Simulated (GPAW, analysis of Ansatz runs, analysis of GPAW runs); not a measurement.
**Substitutional N in diamond: charge-transition level against experiment (GPAW)**

How near does this set-up come to the measured charge-transition level? Subject: substitutional N in diamond. Set-up: RPBE, plane waves 500 eV, 64-site cell, RPBE lattice, k: the zone centre alone then 2x2x2 shifted, started with the impurity moved along one bond, dielectric constants 5.7 and 5.7 (handbook). The model is a cell of 64 host atoms with 1 C taken out and 1 N put in. The level is the Fermi energy at which two charge states have equal formation energy, after a correction for the images of the charge.

Measured beforehand: (+1/0) level below the conduction-band bottom: 1.7 eV (quoted in “Hunting the elusive shallow n-type donor – An ab initio study of Li and N co-doped diamond”, 2021, S. Conejeros et al., quoting earlier work (1969)).

Calculated with GPAW 26.7.0; GPAW plane-wave PAW DFT, RPBE; relaxation of all atoms of a defect supercell.

## (1) The structure

The cell holds 64 atoms: 63 C and 1 N. Cell: a = 7.177 Å, b = 7.177 Å, c = 7.177 Å, α = 90.0°, β = 90.0°, γ = 90.0°. It derives from C (space group Fd-3m). Nearest the centre at fractional (0.375, 0.375, 0.375): N8 at 0.30 Å, C27 at 1.54 Å, C42 at 1.54 Å, C49 at 1.54 Å, C4 at 1.55 Å, C5 at 2.52 Å, C21 at 2.52 Å, C37 at 2.52 Å. The cell carries charge +1.

The host's primitive cell comes from a first run (GPAW plane-wave PAW DFT, RPBE; relaxation of cell and atoms of a defect-free cell): vectors of 2.538, 2.538 and 2.538 Å. That is 5.78 Å³ an atom, 1.9 % over the diffraction cell's volume. The supercell is built on it.

## (2) Relaxation, charge +1

Every later number rests on the structure around the defect, so the atoms are relaxed at the host's lattice first.

File run.py:

```python
import numpy as np
from ase.io import read, write
from ase.parallel import parprint, world
from gpaw import GPAW, PW
from ase.optimize import BFGS

atoms = read('POSCAR')
calc = GPAW(mode=PW(500),
            xc='RPBE',
            kpts={'size': (1, 1, 1), 'gamma': True},
            charge=1,
            occupations={'name': 'fermi-dirac', 'width': 0.01},
            nbands=136,
            convergence={'density': 1e-05, 'forces': 0.001},
            maxiter=150,
            symmetry='off',
            txt='gpaw.txt')
atoms.calc = calc
opt = BFGS(atoms, trajectory='relax.traj', logfile='-')
done = opt.run(fmax=0.02, steps=80)
parprint('Converged:', done)
energy = atoms.get_potential_energy()
forces = atoms.get_forces()
parprint(f'Energy: {energy:.6f} eV, largest force {np.linalg.norm(forces, axis=1).max():.4f} eV/A')
calc.write('gs.gpw')
write('final.xyz', atoms)
for s in range(calc.get_number_of_spins()):
    parprint('Levels (eV), spin', s, calc.get_eigenvalues(kpt=0, spin=s)[-16:].round(3))
```

File POSCAR:

```
C  N  C 
 1.0000000000000000
     7.1774074939205494   -0.0000000000000009   -0.0000000000000000
    -0.0000000000000009    7.1774074939205494   -0.0000000000000000
    -0.0000000000000018   -0.0000000000000018    7.1774074939205450
 C   N   C  
   7   1  56
Direct
 -0.0018161264957454 -0.0019926709465629  0.2492959735327796
  0.0025276802007312  0.2506041760780803  0.0010052372345086
  0.2486361000587159  0.0012510166123639  0.0020831308924750
  0.2516767043826371  0.2478466559035365  0.2505625596610335
  0.1255751673464443  0.1275800259149964  0.3758816747665093
  0.1269044198052616  0.3734487318299792  0.1236841526801519
  0.3742914805682911  0.1247384611995351  0.1276822191196388
  0.3980821956345588  0.4012418577697058  0.3976448114062371
 -0.0002501326197850 -0.0014376075495000  0.7476260952030501
  0.0001828460877908  0.2518368036324066  0.4979125561971704
  0.2478546753402170 -0.0015045845206450  0.4990521003095540
  0.2492359530020406  0.2481511046563456  0.7519397218063547
  0.1255120090535325  0.1253457343618475  0.8722828293328712
  0.1247330822132343  0.3776907141536420  0.6256734343980845
  0.3765486588213877  0.1229154453240809  0.6239895597033975
  0.3724610110760441  0.3761264757270813  0.8752220125974978
  0.0014307393594607  0.5002313596313757  0.2476200503907719
 -0.0027290978652764  0.7504056179364424 -0.0003901325453870
  0.2502074996915931  0.5005570197534828 -0.0027223843613503
  0.2520547302297079  0.7500664555749608  0.2481189447251911
  0.1275004889529306  0.6245140321790806  0.3761296423860886
  0.1235312526854139  0.8729289917058540  0.1238517804655886
  0.3729565125291143  0.6258797791404616  0.1233222486373819
  0.3735354584718513  0.8773041032152092  0.3744423905410048
 -0.0012034962553694  0.4982804720959094  0.7481670987472087
  0.0016141274501127  0.7480421620736499  0.4988484069646458
  0.2519285841637433  0.4980412089154407  0.5004565107195608
  0.2479696774569156  0.7518509363545365  0.7495346749009810
  0.1253841014731933  0.6263624076013874  0.8725997888705043
  0.1235500928767359  0.8726728041829596  0.6254966195771638
  0.3732078809573073  0.6269903886499482  0.6242309978972281
  0.3726975835048245  0.8760441842782252  0.8761718614769770
  0.4986107043249613 -0.0014623604218632  0.2480774844620396
  0.4987182230108129  0.2524741090011234  0.0000230881348664
  0.7492866843068825  0.0025462223968425  0.0008789945608375
  0.7489273016638172  0.2494438950762670  0.2474890696051228
  0.6238909888503060  0.1267565489106037  0.3731427622368660
  0.6277143088762331  0.3747003806310705  0.1244455116916530
  0.8751872394681904  0.1239773428887801  0.1224146923075981
  0.8732641224154432  0.3756601327195641  0.3729225843368393
  0.4975743545178363  0.0002141853377719  0.7513546480380179
  0.4976949089921607  0.2511681111845790  0.5010424843585148
  0.7477538292787222 -0.0003693180510200  0.5016071789215713
  0.7506728946566290  0.2495291176851288  0.7473372595220379
  0.6264746348794753  0.1272142718372869  0.8741710525544907
  0.6274353914529682  0.3756945702491347  0.6261623864316648
  0.8741077744615443  0.1271770040845459  0.6235069197418588
  0.8731886909844869  0.3766520188627566  0.8736753508922948
  0.5010077180080017  0.4991831315275715  0.2524661568438661
  0.5011794637274956  0.7474766600071143  0.0000795214562365
  0.7474530783384070  0.4991937338264272  0.0007923567570811
  0.7516480354562426  0.7484274807143388  0.2516049493579660
  0.6223022638375517  0.6255096527262538  0.3754766294593581
  0.6267703776558321  0.8754386959642562  0.1228933413564454
  0.8750667884109026  0.6276982811900943  0.1243075264335376
  0.8745236923620031  0.8776320167811159  0.3742187699099223
  0.5001920007205346  0.5026972161180827  0.7493270507994507
  0.5026593251881262  0.7501365154380103  0.5008210063407950
  0.7505082332274542  0.5017819649601097  0.4979188941630093
  0.7477485182455108  0.7504721873232829  0.7515724411218232
  0.6277153310652173  0.6253895581114064  0.8754898196643692
  0.6234109665678156  0.8727151401404694  0.6251381674455301
  0.8738475062116480  0.6271160255995843  0.6263996054532553
  0.8758361037976019  0.8723518346530504  0.8747701028486050
```

Started as:

```sh
$ OMP_NUM_THREADS=1 mpirun -n 4 gpaw python run.py > stdout
```

Output:

```text
__  _  _
 | _ |_)|_||  |
 |__||  | ||/\| - 26.7.0

Input parameters:
  mode=PW(ecut=500.0),
  charge=1,
  convergence={'density': 1e-05, 'forces': 0.001},
  kpts=MonkhorstPack(size=(1, 1, 1), gamma=True),
  maxiter=150,
  nbands=136,
  occupations=Occupations(name='fermi-dirac', width=0.01),
  symmetry=Symmetry(point_group=False, time_reversal=False),
  xc=XC(name='RPBE')

Diagonalizing LCAO Hamiltonian
Converting LCAO to pw mode

                 C        C
            C  C     C C
         C   C C  C   C C
          C C   C  C C   C
          CC    CC CC     C
       C    C C      CCC
        C      CNC     CC
         CCC C    C C C
          C C   C  C C   C
       C   C  C C   C C
        C     C  C     C
           C        C

Atoms  # Å, Bohr magnetons
|    | symbol |         x |         y |         z |    initial magnetic moments |
|----|--------|-----------|-----------|-----------|-----------------------------|
|  0 |      C | -0.013035 | -0.014302 |  1.789299 | ( 0.0000,  0.0000,  0.0000) |
|  1 |      C |  0.018142 |  1.798688 |  0.007215 | ( 0.0000,  0.0000,  0.0000) |
|  2 |      C |  1.784563 |  0.008979 |  0.014951 | ( 0.0000,  0.0000,  0.0000) |
|  3 |      C |  1.806386 |  1.778896 |  1.798390 | ( 0.0000,  0.0000,  0.0000) |
|  4 |      C |  0.901304 |  0.915694 |  2.697856 | ( 0.0000,  0.0000,  0.0000) |
|  5 |      C |  0.910845 |  2.680394 |  0.887732 | ( 0.0000,  0.0000,  0.0000) |
|  6 |      C |  2.686442 |  0.895299 |  0.916427 | ( 0.0000,  0.0000,  0.0000) |
|  7 |      N |  2.857198 |  2.879876 |  2.854059 | ( 0.0000,  0.0000,  0.0000) |
|  8 |      C | -0.001795 | -0.010318 |  5.366017 | ( 0.0000,  0.0000,  0.0000) |
|  9 |      C |  0.001312 |  1.807535 |  3.573721 | ( 0.0000,  0.0000,  0.0000) |
| 10 |      C |  1.778954 | -0.010799 |  3.581900 | ( 0.0000,  0.0000,  0.0000) |
| 11 |      C |  1.788868 |  1.781082 |  5.396978 | ( 0.0000,  0.0000,  0.0000) |
| 12 |      C |  0.900851 |  0.899657 |  6.260729 | ( 0.0000,  0.0000,  0.0000) |
| 13 |      C |  0.895260 |  2.710840 |  4.490713 | ( 0.0000,  0.0000,  0.0000) |
| 14 |      C |  2.702643 |  0.882214 |  4.478627 | ( 0.0000,  0.0000,  0.0000) |
| 15 |      C |  2.673304 |  2.699613 |  6.281825 | ( 0.0000,  0.0000,  0.0000) |
| 16 |      C |  0.010269 |  3.590364 |  1.777270 | ( 0.0000,  0.0000,  0.0000) |
[...]
Unit cell  # Å
| periodic |         x |         y |         z |  lengths |    angles |
|----------|-----------|-----------|-----------|----------|-----------|
|      yes |  7.177407 | -0.000000 | -0.000000 | 7.177407 | 90.000000 |
|      yes | -0.000000 |  7.177407 | -0.000000 | 7.177407 | 90.000000 |
|      yes | -0.000000 | -0.000000 |  7.177407 | 7.177407 | 90.000000 |

Number of symmetries: 1
Symmetry operations  # r_c * U_cc + t_c -> r_c
|   | kind |            matrix            |
|---|------|------------------------------|
| 0 |  E   |  1, 0, 0,  0, 1, 0,  0, 0, 1 |

BZ-sampling:
  Number of BZ points: 1
  Number of IBZ points: 1

  Monkhorst-Pack size: [1, 1, 1]
  Monkhorst-Pack shift: [0, 0, 0]

K-points  # in reciprocal-cell coordinates
|   |                                coordinates |     weight |
|---|--------------------------------------------|------------|
| 0 | (  0.00000000,   0.00000000,   0.00000000) | 1.00000000 |

Plane wave coefficients: 4718
Cutoff: 500.0 eV

Spin-components: 1 (collinear spins)
Bands:           136
Projectors:      320
Spin-degeneracy: 2
Datatype:        float64

Density:
  Valence electrons: 257.0
  Components: 1
  Grid points: [40 40 40]
  Charge: 1.0  # |e|

Potential:
  Grid points: [40 40 40]

species:
  C:
    name:    Carbon
    Z:       6.0
    valence: 4
    core:    2
    charge:  0.0  # [|e|]
    compensation charges:
      type: gauss
      rc: 0.20  # [Å]
      lmax: 2
    cutoffs:
      filter: 1.14  # [Å]
      core: 1.14  # [Å]
    projectors
    | kind |    occ | energy [eV] | rcut [Å] |
    |------|--------|-------------|----------|
    |   2s |  2.000 |     -13.815 |    0.635 |
    |   2p |  2.000 |      -5.254 |    0.635 |
    |    s |        |      13.396 |    0.635 |
    |    p |        |      21.957 |    0.635 |
    |    d |        |       0.000 |    0.635 |

    Using partial waves for C as LCAO basis

  N:
    name:    Nitrogen
    Z:       7.0
    valence: 5
    core:    2
    charge:  0.0  # [|e|]
    compensation charges:
      type: gauss
      rc: 0.18  # [Å]
      lmax: 2
    cutoffs:
      filter: 1.11  # [Å]
      core: 0.96  # [Å]
    projectors
    | kind |    occ | energy [eV] | rcut [Å] |
    |------|--------|-------------|----------|
    |   2s |  2.000 |     -18.658 |    0.603 |
    |   2p |  3.000 |      -7.050 |    0.529 |
    |    s |        |       8.553 |    0.603 |
    |    p |        |      20.161 |    0.529 |
    |    d |        |       0.000 |    0.577 |

    Using partial waves for N as LCAO basis

Reference energy: -66332.764700  # eV

eigensolver:
  PPCG
  Converge bands: occupied
  niter=2

density mixing:
  MSR1-Mixer
  Pratt-step length: 0.05
  Maximum mixing coefficient: 0.75
  Old densities: 10
  SVD Regularization: 0.005
  Good broyden scale: 1.0
  Trust region scale: 1.0
  Backstep threshold: 4.0
  History deletion threshold: 6.0
  Fourier metric: weight=20.0, sigma=0.015

occupation numbers:
  Fermi-Dirac:
    width: 0.0100  # eV

poisson solver:
  ecut: 4000.0  # eV
  uniform background charge: 1.0  # electrons

xc functional:
  name: RPBE with 2 nearest neighbor stencil

Initialization done in: 4.465 s

convergence criteria:
- Maximum integral of absolute [dens]ity change: 1e-05 electrons / valence electron
- Maximum change in the atomic [forces] across last 2 cycles: 0.001 eV/Ang OR
Maximum error relative to the maximum force is below inf
- Maximum [total energy] change in last 3 cyles: 0.0005 eV / valence electron
- Maximum integral of absolute [eigenst]ate change: 4e-08 eV^2 / valence electron
maximum number of iterations: 150

SCF iterations
|iter     | |      energy | eigst |  dens |force |
|---------|-|-------------|-------|-------|------|
|iter:   1| | -567.828691 | +0.10 |       |      |
|iter:   2| | -565.694267 | -2.04 | -0.80 |      |
|iter:   3| | -553.262663 | -1.30 | -0.83 |      |
|iter:   4| | -553.179247 | -1.87 | -1.48 |      |
|iter:   5| | -553.059575 | -2.46 | -2.16 |      |
|iter:   6| | -553.061303c| -3.82 | -2.44 |      |
|iter:   7| | -553.061444c| -4.60 | -2.96 |      |
|iter:   8| | -553.061381c| -5.18 | -3.47 |      |
|iter:   9| | -553.061380c| -6.36 | -3.99 |      |
|iter:  10| | -553.061382c| -7.44c| -4.47 |      |
[...]
Fermi level: 12.939
Eigenvalues  # (at kpt = [0.000, 0.000, 0.000])
| band index |      eig [eV] | occ [0-2] |
|------------|---------------|-----------|
[...]
|        ... |               |           |
[...]
Gap: 3.422 eV
Transition (v -> c):
  (s=0, k=0, n=127, [0.00, 0.00, 0.00]) -> (s=0, k=0, n=128, [0.00, 0.00, 0.00])
No difference between direct/indirect transitions

Forces  # eV/Ang
|        x |        y |        z |
|----------|----------|----------|
[...]
C        C
            C  C     C C
         C   C C  C   C C
          C C   C C  C   C
       C  CC    CC CC     C
            CCC      CCC
        C      N C     CC
         CCC C    C C C
          C C   C  C C   C
       C   C C  C   C C
        C     C  C     C
           C        C

Atoms  # Å, Bohr magnetons
|    | symbol |         x |        y |         z |    initial magnetic moments |
|----|--------|-----------|----------|-----------|-----------------------------|
[...]
|  7 |      N |  2.692566 | 2.695840 |  2.691386 | ( 0.0000,  0.0000,  0.0000) |
[...]
Unit cell  # Å
| periodic |         x |         y |         z |  lengths |    angles |
|----------|-----------|-----------|-----------|----------|-----------|
|      yes |  7.177407 | -0.000000 | -0.000000 | 7.177407 | 90.000000 |
|      yes | -0.000000 |  7.177407 | -0.000000 | 7.177407 | 90.000000 |
|      yes | -0.000000 | -0.000000 |  7.177407 | 7.177407 | 90.000000 |

Initialization done in: 0.503 s

convergence criteria:
- Maximum integral of absolute [dens]ity change: 1e-05 electrons / valence electron
- Maximum change in the atomic [forces] across last 2 cycles: 0.001 eV/Ang OR
Maximum error relative to the maximum force is below inf
- Maximum [total energy] change in last 3 cyles: 0.0005 eV / valence electron
- Maximum integral of absolute [eigenst]ate change: 4e-08 eV^2 / valence electron
maximum number of iterations: 150

SCF iterations
|iter     | |      energy | eigst |  dens |force |
|---------|-|-------------|-------|-------|------|
|iter:   1| | -555.066246c| -5.01 |       |      |
|iter:   2| | -555.066214c| -6.75 | -3.73 |      |
|iter:   3| | -555.066124c| -5.74 | -3.78 |      |
|iter:   4| | -555.066120c| -7.04 | -4.16 |      |
|iter:   5| | -555.066119c| -7.70c| -4.44 |      |
|iter:   6| | -555.066119c| -7.93c| -4.84 |      |
|iter:   7| | -555.066119c| -8.37c| -5.27c|-1.51 |
|iter:   8| | -555.066119c| -8.96c| -5.86c|-3.63c|

Converged in 8 steps
SCF loop duration: 5.534 s (0.692 s/step)
Energy contributions relative to reference atoms: (reference = -66332.764700)

Energy contributions:
  Kinetic:         449.776005
  Coulomb:        -448.761384
  Zero:              0.695077
  External:          0.000000
  Xc:             -556.775818
  Entropy:          -0.000000
  Spinorbit:         0.000000
  ----------------------------
  Free energy:    -555.066119
  Extrapolated:   -555.066119

dipole moment: (-24.854309, -109.261899, 3.310919)  # |e|*Ang

Fermi level: 12.939
Eigenvalues  # (at kpt = [0.000, 0.000, 0.000])
| band index |      eig [eV] | occ [0-2] |
|------------|---------------|-----------|
[...]
|        ... |               |           |
[...]
Gap: 3.419 eV
Transition (v -> c):
  (s=0, k=0, n=127, [0.00, 0.00, 0.00]) -> (s=0, k=0, n=128, [0.00, 0.00, 0.00])
No difference between direct/indirect transitions

Forces  # eV/Ang
|        x |        y |        z |
|----------|----------|----------|
[...]
C        C
            C  C     C C
         C   C C  C   C C
          C C   C C  C   C
       C  CC    CC CC     C
            CCC      CCC
        C      N C     CC
         CCC C    C C C
          C C   C  C C   C
       C   C C  C   C C
        C     C  C     C
           C        C

Atoms  # Å, Bohr magnetons
|    | symbol |         x |        y |         z |    initial magnetic moments |
|----|--------|-----------|----------|-----------|-----------------------------|
[...]
|  7 |      N |  2.692480 | 2.695744 |  2.691427 | ( 0.0000,  0.0000,  0.0000) |
[...]
| 56 |      C |  3.589551 | 3.592937 |  5.384833 | ( 0.0000,  0.0000,  0.0000) |
| 57 |      C |  3.589462 | 5.389228 |  3.588538 | ( 0.0000,  0.0000,  0.0000) |
| 58 |      C |  5.385953 | 3.592940 |  3.588555 | ( 0.0000,  0.0000,  0.0000) |
| 59 |      C |  5.384457 | 5.387908 |  5.383469 | ( 0.0000,  0.0000,  0.0000) |
| 60 |      C |  4.487418 | 4.490872 |  6.280239 | ( 0.0000,  0.0000,  0.0000) |
| 61 |      C |  4.487421 | 6.284712 |  4.486504 | ( 0.0000,  0.0000,  0.0000) |
| 62 |      C |  6.281314 | 4.490912 |  4.486478 | ( 0.0000,  0.0000,  0.0000) |
| 63 |      C |  6.280872 | 6.284353 |  6.279901 | ( 0.0000,  0.0000,  0.0000) |

Unit cell  # Å
| periodic |         x |         y |         z |  lengths |    angles |
|----------|-----------|-----------|-----------|----------|-----------|
|      yes |  7.177407 | -0.000000 | -0.000000 | 7.177407 | 90.000000 |
|      yes | -0.000000 |  7.177407 | -0.000000 | 7.177407 | 90.000000 |
|      yes | -0.000000 | -0.000000 |  7.177407 | 7.177407 | 90.000000 |

Initialization done in: 0.494 s

convergence criteria:
- Maximum integral of absolute [dens]ity change: 1e-05 electrons / valence electron
- Maximum change in the atomic [forces] across last 2 cycles: 0.001 eV/Ang OR
Maximum error relative to the maximum force is below inf
- Maximum [total energy] change in last 3 cyles: 0.0005 eV / valence electron
- Maximum integral of absolute [eigenst]ate change: 4e-08 eV^2 / valence electron
maximum number of iterations: 150

SCF iterations
|iter     | |      energy | eigst |  dens |force |
|---------|-|-------------|-------|-------|------|
|iter:   1| | -555.066248c| -5.60 |       |      |
|iter:   2| | -555.066238c| -7.32 | -3.97 |      |
|iter:   3| | -555.066210c| -6.26 | -4.02 |      |
|iter:   4| | -555.066208c| -7.54c| -4.40 |      |
|iter:   5| | -555.066208c| -7.68c| -4.70 |      |
|iter:   6| | -555.066208c| -8.17c| -5.12c|-1.80 |
|iter:   7| | -555.066208c| -8.77c| -5.52c|-3.67c|

Converged in 7 steps
SCF loop duration: 4.828 s (0.690 s/step)
Energy contributions relative to reference atoms: (reference = -66332.764700)

Energy contributions:
  Kinetic:         449.785780
  Coulomb:        -448.770433
  Zero:              0.695091
  External:          0.000000
  Xc:             -556.776646
  Entropy:          -0.000000
  Spinorbit:         0.000000
  ----------------------------
  Free energy:    -555.066208
  Extrapolated:   -555.066208

dipole moment: (-53.277466, -109.278884, 3.299961)  # |e|*Ang

Fermi level: 12.939
Eigenvalues  # (at kpt = [0.000, 0.000, 0.000])
| band index |      eig [eV] | occ [0-2] |
|------------|---------------|-----------|
[...]
|        ... |               |           |
[...]
|        128 |        15.301 |     0.000 |
|        129 |        16.071 |     0.000 |
|        130 |        16.072 |     0.000 |
|        131 |        16.072 |     0.000 |
|        132 |        16.351 |     0.000 |
|        133 |        16.352 |     0.000 |
|        134 |        16.507 |     0.000 |
|        135 |        16.661 |     0.000 |

Gap: 3.418 eV
Transition (v -> c):
  (s=0, k=0, n=127, [0.00, 0.00, 0.00]) -> (s=0, k=0, n=128, [0.00, 0.00, 0.00])
No difference between direct/indirect transitions

Forces  # eV/Ang
|        x |        y |        z |
|----------|----------|----------|
[...]
|  0.00228 |  0.00220 |  0.00393 |  # C   56
|  0.00565 |  0.00421 |  0.00323 |  # C   57
|  0.00321 |  0.00207 |  0.00072 |  # C   58
| -0.00074 | -0.00056 | -0.00030 |  # C   59
|  0.00234 |  0.00026 |  0.00075 |  # C   60
| -0.00030 | -0.00159 | -0.00209 |  # C   61
| -0.00109 | -0.00128 |  0.00018 |  # C   62
|  0.00477 |  0.00017 |  0.00307 |  # C   63

# Writing to gs.gpw (mode='')
```

Wall time 79 s (4 MPI ranks of AMD EPYC 9R14 (Zen 4), shared host); peak memory 1.3 GiB; 5.2 min of CPU time.

(Continued in part 2 of 4.)

[Logs are printed without paths, hosts, clocks, repeated set-up lines and the standing remarks that a program may print on its own settings, such as how far it seeks lower states.]

[Hosts, paths, dates, database ids (printed as entryN), source tags and the programs' standing remarks are cut or masked in the printed files.]

[For some hosts the program warned that the k-mesh of the response run may be too coarse for force constants and the static dielectric constant; such warnings are not shown here.]
